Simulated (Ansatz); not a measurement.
# PtNi3: which shell does photoemission see at 21.2 and 60 eV? (LDA)

The valence band of PtNi3 mixes several shells. Work out by hand which one leads the spectrum's area at each photon energy.

Filled states come from the projected DOS of Ansatz 0.2.0 (LDA, plane waves); cross sections σ and asymmetry parameters β are those of free atoms in a Dirac–Hartree–Slater calculation. A shell's area is states × σ × angular factor, which is 1 − β·P₂(cos θ)/2 for unpolarised light, with θ = 54.7° from the beam and P₂ = 0.001.

**At 21.2 eV** (states counted from 11.1 eV below the zero; other shells add 0.27 to the products' sum of 47.7):

```
shell  filled states a cell  cross section (Mb an electron)      β  angular factor  product  share by hand (%)  share in the simulated spectrum (%)
Pt 5d                  8.99                            3.62  -0.01            1.00     32.5                 68                                   68
Ni 3d                 26.60                           0.558  -0.17            1.00     14.9                 31                                   31
```

**At 60 eV** (states counted from 11.1 eV below the zero; other shells add 0.13 to the products' sum of 40):

```
shell  filled states a cell  cross section (Mb an electron)     β  angular factor  product  share by hand (%)  share in the simulated spectrum (%)
Pt 5d                  8.99                            1.07  1.06            1.00     9.58                 24                                   24
Ni 3d                 26.60                            1.14  0.33            1.00     30.2                 76                                   76
```

Pt 5d leads at 21.2 eV and Ni 3d at 60 eV. Between the two energies σ of Pt 5d changes by a factor 0.29 and that of Ni 3d by 2.0, so their ratio moves 6.9-fold in favour of the second. The simulated spectrum uses the same rule on the energy-resolved DOS, so the two share columns agree within a few points.

Only crystals where the two columns agree within 4 points and the lead is clear are worked in this form. Free-atom cross sections ignore the solid's final states, no escape depth or background enters, and the count of states a shell hangs on the projection.

[Logs are printed without paths, hosts, clocks, repeated set-up lines and the standing remarks that a program may print on its own settings, such as how far it seeks lower states.]
